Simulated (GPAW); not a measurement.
**Dielectric function and optical constants of AlNi**

Aim: the dielectric function of AlNi, and the optical constants that follow from it. The cell comes from an older database entry, whose edges can differ from later determinations, mostly by under a per cent.

Main program and level: GPAW 26.7.0; DFT, PBE, plane-wave PAW (GPAW data sets), scalar-relativistic, RPA, optical limit.

The database entry behind the starting cell differs from later determinations by our own check (about 0.2 % short), so it need not match the best structure at ambient conditions.

### 1. The starting structure

Symmetry: Pm-3m, No. 221, cubic system. Conventional cell: a = 2.881 Å, b = 2.881 Å, c = 2.881 Å, α = 90.00°, β = 90.00°, γ = 90.00°. Nearest to Ni lie 8 Al at 2.50 Å. Nearest to Al lie 8 Ni at 2.50 Å. Farther neighbours are not listed.

### 2. Ground state

The self-consistent density comes first; it also tells whether there is a gap, which decides the occupations and the need for a Drude term.

This step: DFT, PBE, plane-wave PAW (GPAW data sets), scalar-relativistic, ground state (GPAW 26.7.0).

Contents of gs.py:

```python
from ase import Atoms
from ase.dft.bandgap import bandgap
from gpaw import GPAW, PW, FermiDirac

atoms = Atoms(['Ni', 'Al'],
              cell=[[2.881000000000, 0.000000000000, 0.000000000000],
                    [0.000000000000, 2.881000000000, 0.000000000000],
                    [0.000000000000, 0.000000000000, 2.881000000000]],
              scaled_positions=[[0.500000000000, 0.500000000000, 0.500000000000],
                                [0.000000000000, 0.000000000000, 0.000000000000]],
              pbc=[True, True, True])
atoms.calc = GPAW(mode=PW(500), xc='PBE', kpts={'size': (8, 8, 8), 'gamma': True},
                  occupations=FermiDirac(0.05), maxiter=150, txt='gs.txt')
print('energy (eV)', atoms.get_potential_energy())
print('Fermi level (eV)', atoms.calc.get_fermi_level())
print('valence electrons', atoms.calc.get_number_of_electrons())
print('gap (eV)', bandgap(atoms.calc, output=None)[0])
print('direct gap (eV)', bandgap(atoms.calc, direct=True, output=None)[0])
atoms.calc.write('gs.gpw')
```

On the command line:

```bash
OMP_NUM_THREADS=1 python gs.py
```

Numbers of over 12 decimals in the logs are rounded to 6 here.

Output:

```text
__  _  _
 | _ |_)|_||  |
 |__||  | ||/\| - 26.7.0

Versions:
  Python: 3.12.14
  ASE:    3.29.0
  Numpy:  2.5.5
  Scipy:  1.18.1
  Libxc:  7.0.0

Input parameters:
  mode=PW(ecut=500.0),
  kpts=MonkhorstPack(size=(8, 8, 8), gamma=True),
  maxiter=150,
  occupations=Occupations(name='fermi-dirac', width=0.05, fixmagmom=False),
  xc=XC(name='PBE')

Diagonalizing LCAO Hamiltonian
Converting LCAO to pw mode
   .------.
  /|      |
 * |      |
 | | Ni   |
 | .------.
 |/      /
 Al-----*

Atoms  # Å, Bohr magnetons
|   | symbol |        x |        y |        z |    initial magnetic moments |
| 0 |     Ni | 1.440500 | 1.440500 | 1.440500 | ( 0.0000,  0.0000,  0.0000) |
| 1 |     Al | 0.000000 | 0.000000 | 0.000000 | ( 0.0000,  0.0000,  0.0000) |

Unit cell  # Å
| periodic |        x |        y |        z |  lengths |    angles |
|      yes | 2.881000 | 0.000000 | 0.000000 | 2.881000 | 90.000000 |
|      yes | 0.000000 | 2.881000 | 0.000000 | 2.881000 | 90.000000 |
|      yes | 0.000000 | 0.000000 | 2.881000 | 2.881000 | 90.000000 |

Number of symmetries: 48
Symmetry operations  # r_c * U_cc + t_c -> r_c
|    | kind |            matrix            |
|  0 |  E   |  1, 0, 0,  0, 1, 0,  0, 0, 1 |
|  1 |  σ   |  1, 0, 0,  0, 1, 0,  0, 0,-1 |
|  2 |  σ   |  1, 0, 0,  0, 0, 1,  0, 1, 0 |
|  3 |  C4  |  1, 0, 0,  0, 0, 1,  0,-1, 0 |
|  4 |  C4  |  1, 0, 0,  0, 0,-1,  0, 1, 0 |
|  5 |  σ   |  1, 0, 0,  0, 0,-1,  0,-1, 0 |
|  6 |  σ   |  1, 0, 0,  0,-1, 0,  0, 0, 1 |
|  7 |  C2  |  1, 0, 0,  0,-1, 0,  0, 0,-1 |
|  8 |  σ   |  0, 1, 0,  1, 0, 0,  0, 0, 1 |
|  9 |  C2  |  0, 1, 0,  1, 0, 0,  0, 0,-1 |
| 10 |  C3  |  0, 1, 0,  0, 0, 1,  1, 0, 0 |
| 11 |  S6  |  0, 1, 0,  0, 0, 1, -1, 0, 0 |
| 12 |  S6  |  0, 1, 0,  0, 0,-1,  1, 0, 0 |
| 13 |  C3  |  0, 1, 0,  0, 0,-1, -1, 0, 0 |
| 14 |  C4  |  0, 1, 0, -1, 0, 0,  0, 0, 1 |
| 15 |  S4  |  0, 1, 0, -1, 0, 0,  0, 0,-1 |
| 16 |  C3  |  0, 0, 1,  1, 0, 0,  0, 1, 0 |
| 17 |  S6  |  0, 0, 1,  1, 0, 0,  0,-1, 0 |
| 18 |  σ   |  0, 0, 1,  0, 1, 0,  1, 0, 0 |
| 19 |  C4  |  0, 0, 1,  0, 1, 0, -1, 0, 0 |
| 20 |  C2  |  0, 0, 1,  0,-1, 0,  1, 0, 0 |
| 21 |  S4  |  0, 0, 1,  0,-1, 0, -1, 0, 0 |
| 22 |  S6  |  0, 0, 1, -1, 0, 0,  0, 1, 0 |
| 23 |  C3  |  0, 0, 1, -1, 0, 0,  0,-1, 0 |
| 24 |  S6  |  0, 0,-1,  1, 0, 0,  0, 1, 0 |
| 25 |  C3  |  0, 0,-1,  1, 0, 0,  0,-1, 0 |
| 26 |  C4  |  0, 0,-1,  0, 1, 0,  1, 0, 0 |
| 27 |  σ   |  0, 0,-1,  0, 1, 0, -1, 0, 0 |
| 28 |  S4  |  0, 0,-1,  0,-1, 0,  1, 0, 0 |
| 29 |  C2  |  0, 0,-1,  0,-1, 0, -1, 0, 0 |
| 30 |  C3  |  0, 0,-1, -1, 0, 0,  0, 1, 0 |
| 31 |  S6  |  0, 0,-1, -1, 0, 0,  0,-1, 0 |
| 32 |  C4  |  0,-1, 0,  1, 0, 0,  0, 0, 1 |
| 33 |  S4  |  0,-1, 0,  1, 0, 0,  0, 0,-1 |
| 34 |  S6  |  0,-1, 0,  0, 0, 1,  1, 0, 0 |
| 35 |  C3  |  0,-1, 0,  0, 0, 1, -1, 0, 0 |
| 36 |  C3  |  0,-1, 0,  0, 0,-1,  1, 0, 0 |
| 37 |  S6  |  0,-1, 0,  0, 0,-1, -1, 0, 0 |
| 38 |  σ   |  0,-1, 0, -1, 0, 0,  0, 0, 1 |
| 39 |  C2  |  0,-1, 0, -1, 0, 0,  0, 0,-1 |
| 40 |  σ   | -1, 0, 0,  0, 1, 0,  0, 0, 1 |
| 41 |  C2  | -1, 0, 0,  0, 1, 0,  0, 0,-1 |
| 42 |  C2  | -1, 0, 0,  0, 0, 1,  0, 1, 0 |
| 43 |  S4  | -1, 0, 0,  0, 0, 1,  0,-1, 0 |
| 44 |  S4  | -1, 0, 0,  0, 0,-1,  0, 1, 0 |
| 45 |  C2  | -1, 0, 0,  0, 0,-1,  0,-1, 0 |
| 46 |  C2  | -1, 0, 0,  0,-1, 0,  0, 0, 1 |
| 47 |  i   | -1, 0, 0,  0,-1, 0,  0, 0,-1 |

BZ-sampling:
  Number of BZ points: 512
  Number of IBZ points: 35

  Monkhorst-Pack size: [8, 8, 8]
  Monkhorst-Pack shift: [0.0625, 0.0625, 0.0625]

K-points  # in reciprocal-cell coordinates
|     |                                coordinates |     weight |
|   0 | (  0.00000000,   0.00000000,   0.00000000) | 0.00195312 |
|   1 | (  0.12500000,   0.00000000,   0.00000000) | 0.01171875 |
|   2 | (  0.12500000,   0.12500000,   0.00000000) | 0.02343750 |
|   3 | (  0.12500000,   0.12500000,   0.12500000) | 0.01562500 |
|   4 | (  0.25000000,   0.00000000,   0.00000000) | 0.01171875 |
|   5 | (  0.25000000,   0.12500000,   0.00000000) | 0.04687500 |
|   6 | (  0.25000000,   0.12500000,   0.12500000) | 0.04687500 |
|   7 | (  0.25000000,   0.25000000,   0.00000000) | 0.02343750 |
|   8 | (  0.25000000,   0.25000000,   0.12500000) | 0.04687500 |
|   9 | (  0.25000000,   0.25000000,   0.25000000) | 0.01562500 |
| ... |                                            |            |
|  34 | (  0.50000000,   0.50000000,   0.50000000) | 0.00195312 |

Plane wave coefficients: 627
Cutoff: 500.0 eV

Spin-components: 1 (collinear spins)
Bands:           16
Projectors:      11
Spin-degeneracy: 2
Datatype:        complex128

Parallelization:
  kpt:    1
  domain: 1
  band:   1

Density:
  Valence electrons: 19.0
  Components: 1
  Grid points: [15 15 15]
  Charge: 0.0  # |e|

Potential:
  Grid points: [15 15 15]

species:
  Ni:
    name:    Nickel
    id:
    Z:       28.0
    valence: 16
    core:    12
    charge:  0.0  # [|e|]
    compensation charges:
      type: gauss
      rc: 0.36  # [Å]
      lmax: 2
    cutoffs:
      filter: 2.14  # [Å]
      core: 1.98  # [Å]
    projectors
    | kind |    occ | energy [eV] | rcut [Å] |
    |   4s |  2.000 |      -5.642 |    1.164 |
    |   3p |  6.000 |     -71.394 |    1.207 |
    |   4p |  0.000 |      -1.226 |    1.207 |
    |   3d |  8.000 |      -8.875 |    1.138 |
    |    s |        |      21.570 |    1.164 |
    |    d |        |      18.337 |    1.138 |

    Using partial waves for Ni as LCAO basis

  Al:
    name:    Aluminium
    id:
    Z:       13.0
    valence: 3
    core:    10
    charge:  0.0  # [|e|]
    compensation charges:
      type: gauss
      rc: 0.34  # [Å]
      lmax: 2
    cutoffs:
      filter: 1.91  # [Å]
      core: 2.36  # [Å]
    projectors
    | kind |    occ | energy [eV] | rcut [Å] |
    |   3s |  2.000 |      -7.753 |    1.085 |
    |   3p |  1.000 |      -2.712 |    1.085 |
    |    s |        |      19.459 |    1.085 |
    |    p |        |      24.499 |    1.085 |
    |    d |        |       0.000 |    1.085 |

    Using partial waves for Al as LCAO basis

Reference energy: -47971.421712  # eV

eigensolver:
  PPCG
  Converge bands: occupied
  niter=2

density mixing:
  MSR1-Mixer
  Pratt-step length: 0.05
  Maximum mixing coefficient: 0.75
  Old densities: 10
  SVD Regularization: 0.005
  Good broyden scale: 1.0
  Trust region scale: 1.0
  Backstep threshold: 4.0
  History deletion threshold: 6.0
  Fourier metric: weight=20.0, sigma=0.015

occupation numbers:
  Fermi-Dirac:
    width: 0.0500  # eV

poisson solver:
  ecut: 4000.0  # eV

xc functional:
  name: PBE with 2 nearest neighbor stencil

convergence criteria:
- Maximum [total energy] change in last 3 cyles: 0.0005 eV / valence electron
- Maximum integral of absolute [dens]ity change: 0.0001 electrons / valence electron
- Maximum integral of absolute [eigenst]ate change: 4e-08 eV^2 / valence electron
maximum number of iterations: 150

SCF iterations
|iter     |      energy | eigst |  dens |
|iter:   1||  -12.586006 | +0.54 |       |
|iter:   2||  -12.405130 | -1.41 | -1.28 |
|iter:   3||  -12.273635 | -2.15 | -1.40 |
|iter:   4||  -12.292428 | -3.27 | -1.70 |
|iter:   5||  -12.316027 | -2.52 | -1.85 |
|iter:   6||  -12.318713 | -4.10 | -2.42 |
|iter:   7||  -12.319683c| -4.30 | -2.61 |
|iter:   8||  -12.319683c| -6.82 | -4.03c|
|iter:   9||  -12.319681c| -8.02c| -4.33c|

Converged in 9 steps
SCF loop duration: 5.129 s (0.570 s/step)
Energy contributions relative to reference atoms: (reference = -47971.421712)

Energy contributions:
  Kinetic:          12.945731
  Coulomb:          -8.114154
  Zero:              0.093797
  External:          0.000000
  Xc:              -17.240077
  Entropy:          -0.009956
  Spinorbit:         0.000000
  ----------------------------
  Free energy:     -12.324659
  Extrapolated:    -12.319681

dipole moment: (-4.918676, -4.918676, -4.918676)  # |e|*Ang

Fermi level: 8.993
Eigenvalues  # (at kpt = [0.000, 0.000, 0.000])
| band index |      eig [eV] | occ [0-2] |
|          0 |       -54.686 |     2.000 |
|          1 |       -54.686 |     2.000 |
|          2 |       -54.686 |     2.000 |
|          3 |        -2.148 |     2.000 |
|          4 |         5.791 |     2.000 |
|          5 |         5.791 |     2.000 |
|          6 |         7.531 |     2.000 |
|          7 |         7.531 |     2.000 |
|          8 |         7.531 |     2.000 |
|          9 |        14.503 |     0.000 |
|         10 |        14.503 |     0.000 |
|         11 |        14.503 |     0.000 |
|         12 |        17.241 |     0.000 |
|         13 |        17.241 |     0.000 |
|         14 |        22.735 |     0.000 |
|         15 |        29.988 |     0.000 |

No gap
No difference between direct/indirect transitions

--- standard output ---
energy (eV) -12.319681
Fermi level (eV) 8.992779
valence electrons 19.0
gap (eV) 0.0
direct gap (eV) 0.0
```

Run time: 7.1 s. Hardware: 1 thread of Arm Neoverse V1, shared host; peak memory 0.13 GiB.

This run has no spin polarisation, although Ni can carry a moment.

Read-outs, printed or worked out from the files:

```
energy       : -12.32 eV
Fermi energy : 8.993 eV
electrons    : 19
```

There are states at the Fermi level within the smearing, so the occupations stay smeared and the carriers get a Drude term.

### 3. Bands for the response

At the fixed density, many empty bands are solved on the mesh of the response, since the spectrum sums over them.

This step: DFT, PBE, plane-wave PAW (GPAW data sets), scalar-relativistic, bands at fixed density (GPAW 26.7.0).

Contents of nscf.py:

```python
from ase.dft.bandgap import bandgap
from gpaw import GPAW, FermiDirac

calc = GPAW('gs.gpw').fixed_density(kpts={'size': (15, 15, 15), 'gamma': True}, nbands=37, convergence={'bands': 31},
                                    occupations=FermiDirac(0.05), txt='nscf.txt')
print('gap (eV)', bandgap(calc, output=None)[0])
print('direct gap (eV)', bandgap(calc, direct=True, output=None)[0])
print('top band over the Fermi level (eV)', min(calc.get_eigenvalues(kpt=k)[30] for k in range(len(calc.get_ibz_k_points()))) - calc.get_fermi_level())
calc.write('full.gpw', mode='all')
```

On the command line:

```bash
OMP_NUM_THREADS=1 python nscf.py
```

Output:

```text
Diagonalizing LCAO Hamiltonian
Converting LCAO to pw mode
convergence criteria:
- Maximum integral of absolute [eigenst]ate change: 4e-08 eV^2 / valence electron
maximum number of iterations: 150

SCF iterations
|iter     |      energy | eigst |  dens |
|iter:   1||             | +3.23 |       |
|iter:   2||             | +1.57 |       |
|iter:   3||             | +0.12 |       |
|iter:   4||             | -1.07 |       |
|iter:   5||             | -2.34 |       |
|iter:   6||             | -3.62 |       |
|iter:   7||             | -4.62 |       |
|iter:   8||             | -5.60 |       |
|iter:   9||             | -6.53 |       |
|iter:  10||             | -7.34 |       |
|iter:  11||             | -7.99c|       |
SCF steps: 11
  __  _  _
 | _ |_)|_||  |
 |__||  | ||/\| - 26.7.0

Versions:
  Python: 3.12.14
  ASE:    3.29.0
  Numpy:  2.5.5
  Scipy:  1.18.1
  Libxc:  7.0.0

Input parameters:
  mode=PW(ecut=500.0),
  convergence={'bands': 31},
  gpts=array([15, 15, 15]),
  kpts=MonkhorstPack(size=(15, 15, 15), gamma=True),
  maxiter=150,
  nbands=37,
  occupations=Occupations(name='fermi-dirac', width=0.05, fixmagmom=False),
  parallel={},
  xc=XC(name='PBE')

--- standard output ---
gap (eV) 0.0
direct gap (eV) 0.0
top band over the Fermi level (eV) 38.558338
```

It took 46 s on 1 thread; peak memory 0.19 GiB.

(Part 1 of 2 ends here.)

[Machine, clock and banner lines and Python warnings are left out of the logs.]

[Logs are printed without paths, hosts, clocks, repeated set-up lines and the standing remarks that a program may print on its own settings, such as how far it seeks lower states.]

[Hosts, paths, dates, database ids (printed as entryN), source tags and the programs' standing remarks are cut or masked in the printed files.]
